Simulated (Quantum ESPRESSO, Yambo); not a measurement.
# BTe (GaSe-type monolayer): G0W0 with Yambo, start to end, part 2 of 2

Wanted: ground state, empty states, screening and self-energy for BTe (GaSe-type monolayer).

Quantum ESPRESSO 7.5 and Yambo 5.3.0; PBE and many-body steps on it, plane waves. Known limits of the many-body steps: not at the basis limit; exchange with frozen shells missing; no spin-orbit coupling.

So far. Step 3 (Bands along the symmetry lines): The gap is 1.544 eV, −0.001 eV from the run before at this level. Step 4 (Empty states on the mesh, 6×6×1 mesh, 76 bands): On this mesh the gap is 1.545 eV.

## Step 5: Conversion and set-up

This step: Yambo 5.3.0; conversion and set-up on PBE, plane waves, norm-conserving pseudopotentials.

The states are converted to the many-body program's format and the q mesh is built.

Started as:

```sh
> (cd o/x.save; p2y > p2y.log; mv SAVE ../..); yambo > setup.log
```

Log:

```text
 Yambo, version 5.3.0

 [02] CORE Variables Setup
 =========================

  [02.01] Unit cells
  ==================

  Cell kind             :  HCP
  Atoms in the cell     :  B  Te
  number of B  atoms    :  2
  number of Te atoms    :  2

  List of atomic masses
  Mass of B     :  10.81000
  Mass of Te    :  127.6000

  List of atomic coordinates    : [cc]
  B1       : -0.65225E-09   3.8947       16.736      order 1
  B2       : -0.65225E-09   3.8947       13.500      order 2
  Te1       :   3.37292   1.94736  18.73196  order 3
  Te2       :   3.37292   1.94736  11.50366  order 4

  Alat factors          :   6.74585   5.84208  30.23562 [a.u.]
  Direct lattice volume :   1191.58    [a.u.]
  Direct lattice vectors:  A[ 1 ]  A[ 2 ]  A[ 3 ]
   A[ 1 ]:   1.0000      0.97040E-10   0.0000      [iru]
    6.7458      0.56692E-09   0.0000      [cc]
   A[ 2 ]: -0.500000  1.000000  0.000000  [iru]
  -3.372924  5.842076  0.000000  [cc]
   A[ 3 ]:  0.000000  0.000000  1.000000  [iru]
    0.00000   0.00000  30.23562  [cc]

  Recip. lattice volume :  0.208169 [a.u.]
  Recip. lattice vectors:  B[ 1 ]  B[ 2 ]  B[ 3 ]
   B[ 1 ]:  1.000000  0.500000  0.000000  [iku]
   0.931415  0.537753 -0.000000  [cc]
   B[ 2 ]: -0.97040E-10   1.0000       0.0000      [iku]
  -0.90385E-10   1.0755       0.0000      [cc]
   B[ 3 ]:  0.000000  0.000000  1.000000  [iku]
   0.000000 -0.000000  0.207807  [cc]

  [02.02] Symmetries
  ==================

  Inversion symmetry    : yes
  Spatial inversion     : no
  Inversion index       :  13
  K-space Time-reversal : yes
  Magnetic symmetries   : no
  Time-reversal derived K-space symmetries:  13  24
  Group table correct   : yes
  Symmetries units      :  [cc]

   [S  1]:   1.0000     -0.11893E-25   0.0000     -0.53441E-16   1.0000       0.0000       0.0000       0.0000       1.0000
   [S  2]:  -1.0000     -0.16808E-09   0.0000     -0.16173E-09   1.0000       0.0000       0.0000       0.0000      -1.0000
   [S  3]: -0.500000  0.866025  0.000000 -0.866025 -0.500000  0.000000  0.000000  0.000000  1.000000
[...]
[S  9]: -0.500000 -0.866025  0.000000  0.866025 -0.500000  0.000000  0.000000  0.000000 -1.000000
   [S 10]: -0.500000  0.866025  0.000000 -0.866025 -0.500000  0.000000  0.000000  0.000000 -1.000000
     [... 12 further rows ...]
   [S*23]: -0.500000 -0.866025 -0.000000 -0.866025  0.500000 -0.000000 -0.000000 -0.000000 -1.000000
   [S*24]: -0.500000  0.866025 -0.000000  0.866025  0.500000 -0.000000 -0.000000 -0.000000 -1.000000

  [02.03] Reciprocal space
  ========================

  nG shells         :   4055
  nG charge         :   90405
  nG WFs            :  13931
  nC WFs            :  11325
  G-vecs. in first 80 shells:  [ Number ]
     1    3    5    7    9   11   17   29   41
    53   55   67   69   81   93   95  107  113
   115  127  139  151  163  175  177  189  195
[...]
K/Q-points units:
  rlu = crystal or reduced units; cc = cartesian coordinates; iku = interal k-units

  K [1]          [rlu]:  0.000000  0.000000  0.000000
         WF components:  11305
  K [2]          [rlu]:  0.33472E-26  0.16667       0.0000
         WF components:  11267
  K [3]          [rlu]:  0.31394E-26  0.33333       0.0000
         WF components:  11274
  K [4]          [rlu]:  0.49844E-26 -0.50000       0.0000
         WF components:  11312
  K [5]          [rlu]:  0.166667  0.166667  0.000000
         WF components:  11257
  K [6]          [rlu]:  0.166667  0.333333  0.000000
         WF components:  11295
  K [7]          [rlu]:  0.333333  0.333333  0.000000
         WF components:  11325

  [02.05] Energies & Occupations
  ==============================

  [X] === General ===
  [X] Electronic Temperature                        :  0.000000  0.000000 [eV K]
  [X] Bosonic    Temperature                        :  0.000000  0.000000 [eV K]
  [X] Finite Temperature mode                       : no
  [X] El. density                                   :  0.21521E+24 [cm-3]
  [X] Fermi Level                                   :  1.746568 [eV]

  [X] === Gaps and Widths ===
  [X] Conduction Band Min                           :  1.544687 [eV]
  [X] Valence Band Max                              :  0.000000 [eV]
  [X] Filled Bands                                  :  19
  [X] Empty Bands                                   :   20   76
  [X] Direct Gap                                    :  2.334449 [eV]
  [X] Direct Gap localized at k                     :  1
  [X] Indirect Gap                                  :  1.544687 [eV]
  [X] Indirect Gap between kpts                     :  1  3
  [X] Last valence band width                       :  1.667651 [eV]
  [X] 1st conduction band width                     :  0.868508 [eV]

  E @ K [1]:  [eV]
  -37.10123 -37.10123 -37.10121 -37.10121 -36.99906 -36.99906 -36.99795 -36.99795
[...]
occ @ K [1]
[...]
E @ K [2]:  [eV]
[...]
occ @ K [2]
[...]
E @ K [3]:  [eV]
[...]
occ @ K [3]
[...]
E @ K [4]:  [eV]
[...]
occ @ K [4]
[...]
E @ K [5]:  [eV]
[...]
occ @ K [5]
[...]
E @ K [6]:  [eV]
[...]
occ @ K [6]
[...]
E @ K [7]:  [eV]
[...]
occ @ K [7]
[...]
0.000000  0.000000  0.000000  0.000000  0.000000  0.000000  0.000000  0.000000
   0.000000  0.000000  0.000000  0.000000  0.000000  0.000000  0.000000  0.000000

 [03] Transferred momenta grid and indexing
 ==========================================

 IBZ Q-points                                      :   7
 BZ  Q-points                                      :   36

 K/Q-points units:
 rlu = crystal or reduced units; cc = cartesian coordinates; iku = interal k-units

 Q [1]          [rlu]:  0.000000  0.000000  0.000000
 Q [2]          [rlu]: -0.10285E-16  0.16667       0.0000
 Q [3]          [rlu]: -0.20569E-16  0.33333       0.0000
 Q [4]          [rlu]:  0.30854E-16 -0.50000       0.0000
 Q [5]          [rlu]:  0.166667  0.166667  0.000000
 Q [6]          [rlu]:  0.166667  0.333333  0.000000
 Q [7]          [rlu]:  0.333333  0.333333  0.000000

  [03.01] X indexes
  =================

   [03.01.01] Sigma indexes
   ========================

 [06] Game Over & Game summary
```

Elapsed: 2.3 s, on 1 MPI rank of Arm Neoverse V2, shared host; peak memory 0.26 GiB.

## Step 6: Screening and self-energy, 6×6×1 mesh, 76 bands, screening to 88.4 eV

G0W0 replaces the xc potential by the self-energy, built once from these orbitals. Only a window of levels is corrected, while the sums run over the empty bands that the input names.

This step: G0W0 on PBE, plane waves, norm-conserving pseudopotentials.

File gw1.in:

```
HF_and_locXC
gw0
dyson
ppa
em1d
rim_cut
rim_w
RandQpts= 3000000
RandGvec= 100 RL
CUTGeo= "slab z"
RandGvecW= 9 RL
EXXRLvcs= 68 Ry
VXCRLvcs= 272 Ry
Chimod= "HARTREE"
% BndsRnXp
 1 | 76 |
%
NGsBlkXp= 6.5 Ry
% LongDrXp
 1 | 1 | 0 |
%
% GbndRnge
 1 | 76 |
%
DysSolver= "n"
ExtendOut
PPAPntXp= 27.21138 eV
% QPkrange
 1 | 1 | 18 | 21 |
 3 | 3 | 18 | 21 |
%
```

Started as:

```sh
> OMP_NUM_THREADS=1 mpirun -n 4 yambo -F gw1.in -J gw1 -C gw1 > gw1.log
```

Log:

```text
 Yambo, version 5.3.0

 [02] CORE Variables Setup
 =========================

  [... cell, symmetries and grids as in the set-up ...]

  [02.05] Energies & Occupations
  ==============================

  [X] === General ===
  [X] Electronic Temperature                        :  0.000000  0.000000 [eV K]
  [X] Bosonic    Temperature                        :  0.000000  0.000000 [eV K]
  [X] Finite Temperature mode                       : no
  [X] El. density                                   :  0.21521E+24 [cm-3]
  [X] Fermi Level                                   :  1.746568 [eV]

  [X] === Gaps and Widths ===
  [X] Conduction Band Min                           :  1.544687 [eV]
  [X] Valence Band Max                              :  0.000000 [eV]
  [X] Filled Bands                                  :  19
  [X] Empty Bands                                   :   20   76
  [X] Direct Gap                                    :  2.334449 [eV]
  [X] Direct Gap localized at k                     :  1
  [X] Indirect Gap                                  :  1.544687 [eV]
  [X] Indirect Gap between kpts                     :  1  3
  [X] Last valence band width                       :  1.667651 [eV]
  [X] 1st conduction band width                     :  0.868508 [eV]

 [03] Transferred momenta grid and indexing
 ==========================================

 IBZ Q-points                                      :   7
 BZ  Q-points                                      :   36

 K/Q-points units:
 rlu = crystal or reduced units; cc = cartesian coordinates; iku = interal k-units

 Q [1]          [rlu]:  0.000000  0.000000  0.000000
 Q [2]          [rlu]: -0.10285E-16  0.16667       0.0000
 Q [3]          [rlu]: -0.20569E-16  0.33333       0.0000
 Q [4]          [rlu]:  0.30854E-16 -0.50000       0.0000
 Q [5]          [rlu]:  0.166667  0.166667  0.000000
 Q [6]          [rlu]:  0.166667  0.333333  0.000000
 Q [7]          [rlu]:  0.333333  0.333333  0.000000

 [04] Coloumb potential Random Integration (RIM)
 ===============================================

 Performing RIM of v_slab

  [04.01] RIM initialization
  ==========================

  * Diagonal components only detected *

  8 x (sBL volume)        :  0.046260 [a.u.]
  sBZ random points       :  3000000
  Points outside the sBZ  :  24001124
  RL volume               :  0.208169 [a.u.]
  Integrated volume       :  0.208160 [a.u.]

  [04.02] RIM integrals
  =====================

  Gamma point sphere radius             :  0.042089 [a.u.]
  Points outside the sphere             :  2398760
  [Int_sBZ(q=0) 1/q^2]*(Vol_sBZ)^(-1/3) =:  7.570843
                                 should be <:  7.795600

  Summary of Coulomb integrals for non-metallic bands |Q|[au] RIM/Bare

  Q [1] 0.100000E-4 0.971169 * Q [2] 0.179251 1.038078
  Q [5] 0.310472 1.034763 * Q [3] 0.358502 1.029501
  Q [6] 0.474253 1.019048 * Q [4] 0.537753 1.015365
  Q [7] 0.620943 1.011437
  Non-periodic chartesian directions : none
  Optical renormalization            :  30.23562 [au]
  Polarizability dimension           : length

 [05] Coloumb potential CutOffslab
 =================================

 Cut directionsZ
 Slab Cutoff:Z
 Symmetry test passed : yes

 [06] Dipoles
 ============

  [06.01] Setup: observables and procedures
  =========================================

  [WARNING] [x,Vnl] slows the Dipoles computation. To neglect it rename the ns.kb_pp file

 [07] Dynamic Dielectric Matrix (PPA)
 ====================================

 [WR./gw1//ndb.pp]---------------------------------------------------------------
  Brillouin Zone Q/K grids (IBZ/BZ)                :    7   36    7   36
  RL vectors                                       :  13945 [WF]
  Coulomb cutoff potential                         : slab z
  Electronic Temperature                           :  0.000000 [K]
  Bosonic    Temperature                           :  0.000000 [K]
  PPA    diel. fun.  energies                      : Perdew, Burke & Ernzerhof(X)+Perdew, Burke & Ernzerhof(C)
  wavefunctions                                    : Perdew, Burke & Ernzerhof(X)+Perdew, Burke & Ernzerhof(C)
  Global Gauge                                     : length
  X matrix size                                    :   317
  X band range                                     :    1   76
  X e/h energy range                               : -1.000000 -1.000000 [eV]
  X Time ordering                                  : R
  X Hxc Kernel                                     : HARTREE
  X Drude frequency                                :  0.000000  0.000000
  X poles                                          :  100.0000 [o/o]
  RL vectors in the sum                            :  13945
  [r,Vnl] included                                 : yes
  Field direction                                  :  0.707107E-5  0.707107E-5   0.00000
  BZ energy Double Grid                            : no
  BZ energy DbGd points                            : 0
  BZ Q point size factor                           : -1.000000
  X Optical Averaged directions                    : none

 [08] Local Exchange-Correlation + Non-Local Fock
 ================================================

 [VXC] Plane waves :   90405
 [EXS] Plane waves :  11317

 QP @ state[ 1 ] K range:  1  1
 QP @ state[ 1 ] b range:  18  21
 QP @ state[ 2 ] K range:  3  3
 QP @ state[ 2 ] b range:  18  21

 [xc] Functional : Perdew, Burke & Ernzerhof(X)+Perdew, Burke & Ernzerhof(C)
 [xc] LIBXC used to calculate xc functional
  PP Number of Atomic Species                      :  2
  NLCC RL compoments                               :   90405
  PP Number of Atomic Species                      :  2
  NLCC RL compoments                               :   90405

 [xc] E_xc :  -21.86849 [Ha]
      E_xc :  -43.73699 [Ry]

  Local XC kind (lXC) : Perdew, Burke & Ernzerhof(X)+Perdew, Burke & Ernzerhof(C)
  Non-Local XC kind (nlXC) : Hartree-Fock

  Corrections @ K [1] :  [eV]
 <18|nlXC|18> = -15.10187  0.25120E-17 <18|lXC|18> = -13.12023  0.000000
 <19|nlXC|19> = -15.10191  0.75863E-17 <19|lXC|19> = -13.12025 -0.47204E-16
 <20|nlXC|20> = -7.916018  0.53241E-18 <20|lXC|20> = -12.42571  0.000000
 <21|nlXC|21> = -8.321880 -0.33715E-17 <21|lXC|21> = -12.04376  0.18882E-15

  Corrections @ K [3] :  [eV]
 <18|nlXC|18> = -14.98535  0.58277E-17 <18|lXC|18> = -12.08237  0.000000
 <19|nlXC|19> = -15.15727  0.62529E-17 <19|lXC|19> = -12.56454 -0.94408E-16
 <20|nlXC|20> = -7.057144  0.17161E-17 <20|lXC|20> = -10.89447 -0.94408E-16
 <21|nlXC|21> = -7.185704  0.81877E-18 <21|lXC|21> = -11.22198 -0.94408E-16

 [09] Dyson equation: Newton solver
 ==================================

  [09.01] RIM-W interpolation
  ===========================

  [WARNING] RIM-W works only for 2D semiconductors with slab cutoff
  Found compatible q grid: 2D
  q_min[ 1 ]:  0.16667      0.28121E-11   0.0000     [rlu]
   0.166667  0.083333  0.000000 [iku]
  q_min[ 2 ]:  0.10285E-16  0.16667       0.0000     [rlu]
  -0.16173E-10  0.16667       0.0000     [iku]
  G-vectors :   9
  G-vectors loaded:   63
  Number of interpolated frequencies:  2

  Evaluating coefficients q = 0
  Evaluating coefficients q = 0

  [09.02] RIM-W integrals
  =======================

  8 x (sBL volume)        :  0.046260 [a.u.]
  sBZ random points       :  3000000
  Points outside the sBZ  :  24001124
  RL volume               :  0.208169 [a.u.]
  Integrated volume       :  0.208160 [a.u.]

  [09.03] RIM integrals
  =====================

  Comparison between head Wc = W - v averages: < Wc > [au] RIM-W/RIM

   < -Wc [Q = 1] > 0.369734E-1 0.488292E-4 * < -Wc [Q = 2] > 0.005504 0.005320
   < -Wc [Q = 3] > 0.001026 0.001007 * < -Wc [Q = 4] > 0.354551E-3 0.350780E-3
   < -Wc [Q = 5] > 0.001487 0.001457 * < -Wc [Q = 6] > 0.503157E-3 0.498406E-3
   < -Wc [Q = 7] > 0.245017E-3 0.243810E-3

  Comparison between head Wc = W - v averages: < Wc > [au] RIM-W/RIM

   < -Wc [G = 1,G`=0] > 0.369734E-1 0.488292E-4 * < -Wc [G = 2,G`=0] >-0.002026 0.000000
   < -Wc [G = 3,G`=0] >-0.002026 0.000000 * < -Wc [G = 4,G`=0] >-0.797611E-4  0.00000
   < -Wc [G = 5,G`=0] >-0.797611E-4  0.00000 * < -Wc [G = 6,G`=0] > 0.163648E-3  0.00000
   < -Wc [G = 7,G`=0] > 0.163648E-3  0.00000 * < -Wc [G = 8,G`=0] >-0.110440E-4  0.00000
   < -Wc [G = 9,G`=0] >-0.110440E-4  0.00000

 [10] G0W0 (W PPA)
 =================

 [  GW  ] Bands range     :    1   76
 [GW/PPA] G damping       :  0.100000 [eV]

 QP @ state[ 1 ] K range:  1  1
 QP @ state[ 1 ] b range:  18  21
 QP @ state[ 2 ] K range:  3  3
 QP @ state[ 2 ] b range:  18  21

  Sc/G bands                                       :    1   76
  Sc/G damping                                     :  0.100000 ev
  Sc bands terminator                              : no
  Sx RL components                                 :  11317

  QP @ state[ 1 ] K range                          :  1  1
  QP @ state[ 1 ] b range                          :  18  21
  QP @ state[ 2 ] K range                          :  3  3
  QP @ state[ 2 ] b range                          :  18  21
  GF energies kind                                 : Perdew, Burke & Ernzerhof(X)+Perdew, Burke & Ernzerhof(C)
  GF WF`s kind                                     : Perdew, Burke & Ernzerhof(X)+Perdew, Burke & Ernzerhof(C)
  Xs energies kind                                 : Perdew, Burke & Ernzerhof(X)+Perdew, Burke & Ernzerhof(C)
  Xs WF`s kind                                     : Perdew, Burke & Ernzerhof(X)+Perdew, Burke & Ernzerhof(C)

 [14] Game Over & Game summary
```

It took 96 s on 4 MPI ranks; peak memory 2.3 GiB; 6.3 min of CPU time.

This step gave:

* G0W0 gap on the points computed: 2.929 eV
* starting gap on the mesh: 1.545 eV
* k of the valence top: 0, 0, 0
* k of the conduction bottom: 0, 0.3333, 0
* least direct G0W0 gap on the computed points: 3.899 eV
* Z at the valence top: 0.7742
* Z at the conduction bottom: 0.7715

The gap on the mesh goes from 1.54 eV to 2.93 eV, a correction of +1.38 eV.

Limits: finite bands, cutoff and mesh; exchange with frozen shells missing; no spin-orbit coupling. v1 is the top filled band, c1 the lowest empty one. The levels before and after the correction (eV, zero at the valence-band top of each column):

|  | conduction bottom | valence top |
| --- | --- | --- |
| Kohn-Sham | 1.54 | 0.00 |
| G0W0 | 2.93 | 0.00 |

|  | level | energy (eV) |
| --- | --- | --- |
| Kohn-Sham | Γ v2-v1 | 0.000 |
| Kohn-Sham | Γ c1 | 2.334 |
| Kohn-Sham | Γ c2 | 2.764 |
| Kohn-Sham | (0 0.333 0) v2 | -1.853 |
| Kohn-Sham | (0 0.333 0) v1 | -1.668 |
| Kohn-Sham | (0 0.333 0) c1 | 1.545 |
| Kohn-Sham | (0 0.333 0) c2 | 2.283 |
| G0W0 | Γ v2-v1 | 0.000 |
| G0W0 | Γ c1 | 3.899 |
| G0W0 | Γ c2 | 4.114 |
| G0W0 | (0 0.333 0) v2 | -1.915 |
| G0W0 | (0 0.333 0) v1 | -1.772 |
| G0W0 | (0 0.333 0) c1 | 2.929 |
| G0W0 | (0 0.333 0) c2 | 3.719 |

## Step 7: Where the time went

Times are wall times on the hardware named with each run, good to a factor of about two.

| step | time | share | memory (GiB) |
| --- | --- | --- | --- |
| ground state | 20 s | 14 % | 0.54 |
| bands along the symmetry lines | 9.4 s | 7 % | 0.39 |
| empty states on the mesh | 13 s | 9 % | 0.59 |
| conversion and set-up | 2.3 s | 2 % | 0.26 |
| screening and self-energy | 96 s | 68 % | 2.3 |

## Step 8: Results

```
PBE gap              : 1.54 eV, indirect
G0W0 gap on the mesh : 2.93 eV
GW settings          : 6×6×1 mesh, 76 bands, screening to 88.4 eV, Godby-Needs plasmon pole
known limits         : not at the basis limit; exchange with frozen shells missing; no spin-orbit coupling
```

G0W0 moves the gap on the mesh from 1.54 eV to 2.93 eV (+1.38 eV), with Z of 0.77 and 0.77 at the edges. Only 2 of the mesh's irreducible points were corrected, so a valley elsewhere could overtake. The dearest step here is «screening and self-energy». Bands and cutoff are finite, so the gap is not at the basis limit. The miss can reach some tenths of an eV and take either sign; the mesh is an error of its own. In the G0W0 run levels were corrected at 2 k points alone, so a gap called «on the mesh» is the least over those, and an edge elsewhere would be missed. The norm-conserving file of at least one element keeps a d shell over frozen s and p shells of the same row. Exchange with those shells is missing from the self-energy, an error of 0.3 to 0.9 eV in cases checked, whose sign depends on which edge lies on those atoms. The many-body steps are scalar-relativistic: spin-orbit coupling is not in them.

[Paths, hosts, dates, memory and timing lines, banners, echoed tables and standing remarks are left out of the program output.]

[Logs are printed without paths, hosts, clocks, repeated set-up lines and the standing remarks that a program may print on its own settings, such as how far it seeks lower states.]

[Runs of the session that timed out or met a known fault of the program may be left out.]

[Hosts, paths, dates, database ids (printed as entryN), source tags and the programs' standing remarks are cut or masked in the printed files.]
